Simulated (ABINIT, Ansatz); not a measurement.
# GePbS3 (Pm-3m): zone-centre phonons, part 4 of 4

Wanted: the vibrations of GePbS3 (Pm-3m) at Γ, by two programs.

ABINIT 10.8.3; DFT LDA, scalar-relativistic, plane waves, HGH norm-conserving pseudopotentials.

So far. Step 6 (Zone-centre response): The acoustic modes at Γ come out as far as 3.4 cm⁻¹ from zero, where they should vanish, a small numerical error. The lowest optical mode is imaginary, 135i cm⁻¹, an instability at this level and on this k mesh. Step 7 (Zone-centre analysis): The rule moves no optical mode by more than 0.3 cm⁻¹.

The structure was built from a prototype and need not be the compound's stable phase.

**8. Cross-check with Ansatz**

The same cell goes through another code, with its own cutoff. The potentials differ.

This step: DFT LDA, scalar-relativistic, plane waves, PseudoDojo norm-conserving pseudopotentials (Ansatz 0.2.0).

input.yaml reads:

```yaml
crystal:
  lattice:
    - [4.675358644, 0.0, 0.0]
    - [0.0, 4.675358644, 0.0]
    - [0.0, 0.0, 4.675358644]
  atoms:
    - { symbol: Pb, position: [0.0, 0.0, 0.0] }
    - { symbol: Ge, position: [0.5, 0.5, 0.5] }
    - { symbol: S, position: [0.5, 0.5, 0.0] }
    - { symbol: S, position: [0.5, 0.0, 0.5] }
    - { symbol: S, position: [0.0, 0.5, 0.5] }
kpoints:
  mp_grid: { grid: [6, 6, 6] }
hamiltonian:
  xc: lda
  pseudopotentials: { kind: nc, accuracy: standard }
scf:
  occupations: { method: fermi_dirac, width: 0.27211 }
output:
  eigenvalues: true
phonons:
  method: dfpt
```

The run is started by

```
$ ansatz run input.yaml --threads 4 --pin off --max-ram 8192MiB --backend cpu --events-out ev --progress --plain --runs-dir out
```

The program printed:

```text
band count auto-derived: 30 (N_el = 46.0; filled up to band 23; 28 by the electrons, moments and atoms)
zone centre: on kpoints.mp_grid the ground state, and the responses unless they are solved on pairs of k-points, stand on 64 of the mesh's 216 k-points, reduced under 8 symmetry operations, with k and −k counted as one. Each operation leaves every solved displacement unchanged or reverses it
Engine: ansatz 0.2.0, aarch64-unknown-linux-gnu
Pseudopotentials: kind: nc
Pseudopotential: Pb, nc, valence charge 14, recommended cutoff 761.918815 eV (normal), Pb.nc.azcp (PseudoDojo's, or run here from an input of PseudoDojo's; its table is named by hamiltonian.pseudopotentials.accuracy)
Pseudopotential: Ge, nc, valence charge 14, recommended cutoff 1061.244064 eV (normal), Ge.nc.azcp (PseudoDojo's, or run here from an input of PseudoDojo's; its table is named by hamiltonian.pseudopotentials.accuracy)
Pseudopotential: S, nc, valence charge 6, recommended cutoff 734.707429 eV (normal), S.nc.azcp (PseudoDojo's, or run here from an input of PseudoDojo's; its table is named by hamiltonian.pseudopotentials.accuracy)
Functional definition: SPW92
  exchange = slater_x
  correlation = pw_c
Crystal: 5 atoms, lattice volume = 102.199 Å³
Basis set: ecut = 1061.244064 eV, 8121 PW (Γ), exchange–correlation on 100×100×100 points (8 copies of the dense FFT grid, shifted against one another)
Bands: 30, of which v1, the nominal top of the filled ones, is band 23 counted from 1 (22 counted from 0)
Symmetry: 48 space group operations
k-points: 64 of 216 (irreducible under 8 space group operations)
Non-local potential: Pb, projectors of the file, l = 0: 2, l = 1: 2, l = 2: 2
Non-local potential: Ge, projectors of the file, l = 0: 2, l = 1: 2, l = 2: 2
Non-local potential: S, projectors of the file, l = 0: 2, l = 1: 2, l = 2: 2
Initial density: superposition of atomic densities (chi_scale 0.1, normalization cell, long waves kept (reshape's long-wave potential 0.01 eV rms))
Initial wavefunctions: pseudopotential atomic-orbital guess
Functional: x = slater, c = lda
SCF iter   1: F=—  HF=-5244.243547 eV  |F-HF|=—  |Δ(HF+E_count)|=         —  Δρ=2.94e-2  dr2=2.09e0  ethr=3.10e-3  ⟨swp⟩=7.8  Hψ=9319  notcnv=0
preconditioner: auto → Kerker (q_TF=auto, 2.388 Å⁻¹)  [metal: Δε(μ)=0.113 eV  Ē_g=12.437 eV  σ=0.272 eV  W_gap=0.10  n_scr=26 (ndim 8)  ℏωp=22.0 eV  f_vac=0.000  D(μ)=2.33/eV (n_scr^D=18)]
SCF iter   2: F=—  HF=-5243.835712 eV  |F-HF|=—  |Δ(HF+E_count)|=   4.08e-1  Δρ=1.77e-2  dr2=9.64e-1  ethr=3.10e-3  ⟨swp⟩=1.0  Hψ=2435  notcnv=0
SCF iter   3: F=—  HF=-5243.506024 eV  |F-HF|=—  |Δ(HF+E_count)|=   3.30e-1  Δρ=3.34e-3  dr2=2.75e-2  ethr=2.10e-3  ⟨swp⟩=2.3  Hψ=2807  notcnv=0
SCF iter   4: F=—  HF=-5243.498003 eV  |F-HF|=—  |Δ(HF+E_count)|=   8.02e-3  Δρ=8.61e-4  dr2=9.66e-4  ethr=5.98e-5  ⟨swp⟩=2.5  Hψ=3437  notcnv=0
SCF iter   5: F=—  HF=-5243.497780 eV  |F-HF|=—  |Δ(HF+E_count)|=   2.23e-4  Δρ=2.15e-4  dr2=1.77e-5  ethr=2.10e-6  ⟨swp⟩=2.5  Hψ=3242  notcnv=0
SCF iter   6: F=—  HF=-5243.497768 eV  |F-HF|=—  |Δ(HF+E_count)|=   1.22e-5  Δρ=3.80e-5  dr2=1.04e-6  ethr=3.85e-8  ⟨swp⟩=2.2  Hψ=3185  notcnv=0
SCF iter   7: F=—  HF=-5243.497423 eV  |F-HF|=—  |Δ(HF+E_count)|=   3.45e-4  Δρ=7.51e-6  dr2=6.35e-8  ethr=2.26e-9  ⟨swp⟩=1.4  Hψ=2091  notcnv=0
SCF iter   8: F=—  HF=-5243.497423 eV  |F-HF|=—  |Δ(HF+E_count)|=   9.68e-9  Δρ=1.88e-6  dr2=4.84e-9  ethr=1.38e-10  ⟨swp⟩=1.9  Hψ=2498  notcnv=0
SCF iter   9: F=—  HF=-5243.497423 eV  |F-HF|=—  |Δ(HF+E_count)|=  3.84e-10  Δρ=4.45e-7  dr2=1.93e-10  ethr=1.05e-11  ⟨swp⟩=2.1  Hψ=2848  notcnv=0
SCF iter  10: F=-5243.497423 eV  HF=-5243.497423 eV  |F-HF|=2.73e-12  |Δ(HF+E_count)|=  4.55e-11  Δρ=9.88e-8  dr2=9.42e-12  ethr=1.00e-12  ⟨swp⟩=7.9  Hψ=12590  notcnv=0
SCF 1 converged in 10 iterations: F = -5243.497423 eV  dr2 = 9.42e-12
DFPT response loops at Γ: preconditioner auto → Kerker (q_TF=auto, 2.388 Å⁻¹) (partly filled bands, converged f_vac=0.000); β = 1.00, the filter's whole step (`scf.mixing.beta` (0.50) is not read by the response loops under this deck's `scf.mixing.preconditioner`; to damp them name `kerker` or `kerker_dos`, under which they read `scf.mixing.beta`, and type it under 1.00, their step now; both keys bind the ground state too); Broyden in place of MSR1
SCF converged after 10 iterations
Free energy (F): -5243.497423 eV
Harris-Foulkes:  -5243.497423 eV  (|F-HF|=2.73e-12)
Internal energy: -5242.936826 eV  (E = F + TS)
E sigma→0 (E₀):  -5243.217125 eV
Entropy (-TS):   -0.560597 eV (-112.119 meV/atom)
Fermi energy:    8.848414 eV
--- Per-component energies (eV) ---
  E_band       = -164.133746
  E_kinetic    = 3085.898580
  E_local      = -3289.981194  (includes V_loc(G=0)·N_el)
  E_nonlocal   = -1530.095790
  E_hartree    = 1261.197199
  E_xc         = -1380.873227
  E_vxc        = -952.349720  (∫ρ·V_xc dr)
  E_ewald      = -3389.082394
  E_smearing   = -0.560597  (= −TS)
  E_closure    = -0.000000  (closes the sum)
  Σ components = -5243.497423   (vs F -5243.497423, Δ=0.00e0)
--- Band table (eV; the first three rows and the last of 64) ---
  k-point 0: bands = [... 19 lower, 7.2764, 7.2764, 7.5789, 7.5789, 7.5789, 13.2538, 13.2538, 13.2538, ... 3 higher]
  k-point 1: bands = [... 19 lower, 7.0326, 7.4223, 7.5587, 7.5587, 8.0252, 12.1876, 12.7857, 12.7857, ... 3 higher]
  k-point 2: bands = [... 19 lower, 6.4165, 7.1434, 7.7147, 7.7147, 9.2890, 10.7417, 12.1636, 12.1636, ... 3 higher]
  k-point 63: bands = [... 19 lower, 7.5491, 9.1223, 9.1223, 9.1223, 11.2041, 11.2041, 11.2041, 13.4133, ... 3 higher]
--- Phonons (Γ-DFPT): 4 representative perturbations + reference, on 64 of 216 k-points (Σ response iterations 13) ---
  k mesh reduced under 8 symmetry operations, with k and −k counted as one. Each operation leaves every solved displacement unchanged or reverses it
  ASR residual: 2.040e-4 → 0.000e0 eV/Å²; symmetrization residual: 4.133e-5 eV/Å²
  ASR residual per site (eV/Å²): 2.00e-4 1.07e-4 2.04e-4 2.04e-4 2.04e-4
  Γ frequencies (cm⁻¹): -128.30 -128.30 -128.30 -96.22 -96.22 -96.22 -20.74 -20.74 -20.74 0.00 0.00 0.00 316.66 316.66 316.66
  non-analytic LO–TO correction: not included (Born effective charges unavailable; polar crystals: no LO–TO splitting at Γ)
```

Wall time 80 s (4 threads of Arm Neoverse V1, shared host); peak memory 2.4 GiB.

Read from the output:

- sum-rule residual before enforcement: 2.04e-4 eV/Å²
- highest optical zone-centre mode (no LO-TO term): 316.7 cm⁻¹
- lowest optical zone-centre mode: -128.3 cm⁻¹

**9. The two compared: ABINIT HGH and Ansatz, PseudoDojo**

Numbers from this step:

* root-mean-square difference: 10.37 cm⁻¹
* largest difference: 17.26 cm⁻¹

Optical modes, paired by symmetry label. Frequencies side by side, by row:

```csv
q (reciprocal lattice),mode,ABINIT HGH (cm⁻¹),"Ansatz, PseudoDojo (cm⁻¹)"
0 0 0,1,-135,-128.3
0 0 0,2,-135,-128.3
0 0 0,3,-135,-128.3
0 0 0,4,-100.2,-96.22
0 0 0,5,-100.2,-96.22
0 0 0,6,-100.2,-96.22
0 0 0,7,-29.2,-20.74
0 0 0,8,-29.2,-20.74
0 0 0,9,-29.2,-20.74
0 0 0,13,299.4,316.7
0 0 0,14,299.4,316.7
0 0 0,15,299.4,316.7
```

At the zone centre the largest difference (acoustic modes at Γ apart) is 6 % of the highest mode.

**10. Results**

```yaml
space_group_after_relaxation: Pm-3m
volume_per_atom: 20.4 Å³
highest_optical_zone_centre_mode_no_lo_to_term: 299.4 cm⁻¹
lowest_optical_zone_centre_mode: -134.9 cm⁻¹
imaginary_optical_modes_at_the_zone_centre_no_q_mesh_in_this_session: yes
largest_difference_from_ansatz_pseudodojo: 17.3 cm⁻¹
```

**Reading.** At the LDA level the optical modes of GePbS3 (Pm-3m) at the zone centre run from 135i to 299 cm⁻¹, so the structure is a saddle point, with 9 modes beyond 10i cm⁻¹ there. The base run prints -0.58 GPa, mostly the error of a finite basis; the relaxation, with a smoothed and higher cutoff, had brought the cell to rest. ABINIT HGH and Ansatz, PseudoDojo differ by 10.4 cm⁻¹ in the root mean square and by 17.3 cm⁻¹ at most, 5.8 % of the highest mode compared (acoustic modes at Γ left out); the two use different potentials, and the cell was not relaxed for the second set. These are harmonic frequencies: anharmonic shifts and widths and the lattice's thermal expansion are left out. The Fermi-Dirac smearing of 0.01 Ha is an electronic temperature of 3158 K, which adds a pressure of its own and can shift the volume and soft modes. Spin-orbit coupling is left out, which can matter for the heavy elements here. The HGH files keep few electrons and have no core correction, which is cheap but rough for Ge and Pb. In a metal the frequencies hang on the k mesh and the smearing, most of all near Kohn anomalies. The structure is a hypothetical one, built on a prototype.

[Host names and launcher messages were left out of these logs when they were recorded.]

[Logs are printed without paths, hosts, clocks, repeated set-up lines and the standing remarks that a program may print on its own settings, such as how far it seeks lower states.]

[Hosts, paths, dates, database ids (printed as entryN), source tags and the programs' standing remarks are cut or masked in the printed files.]
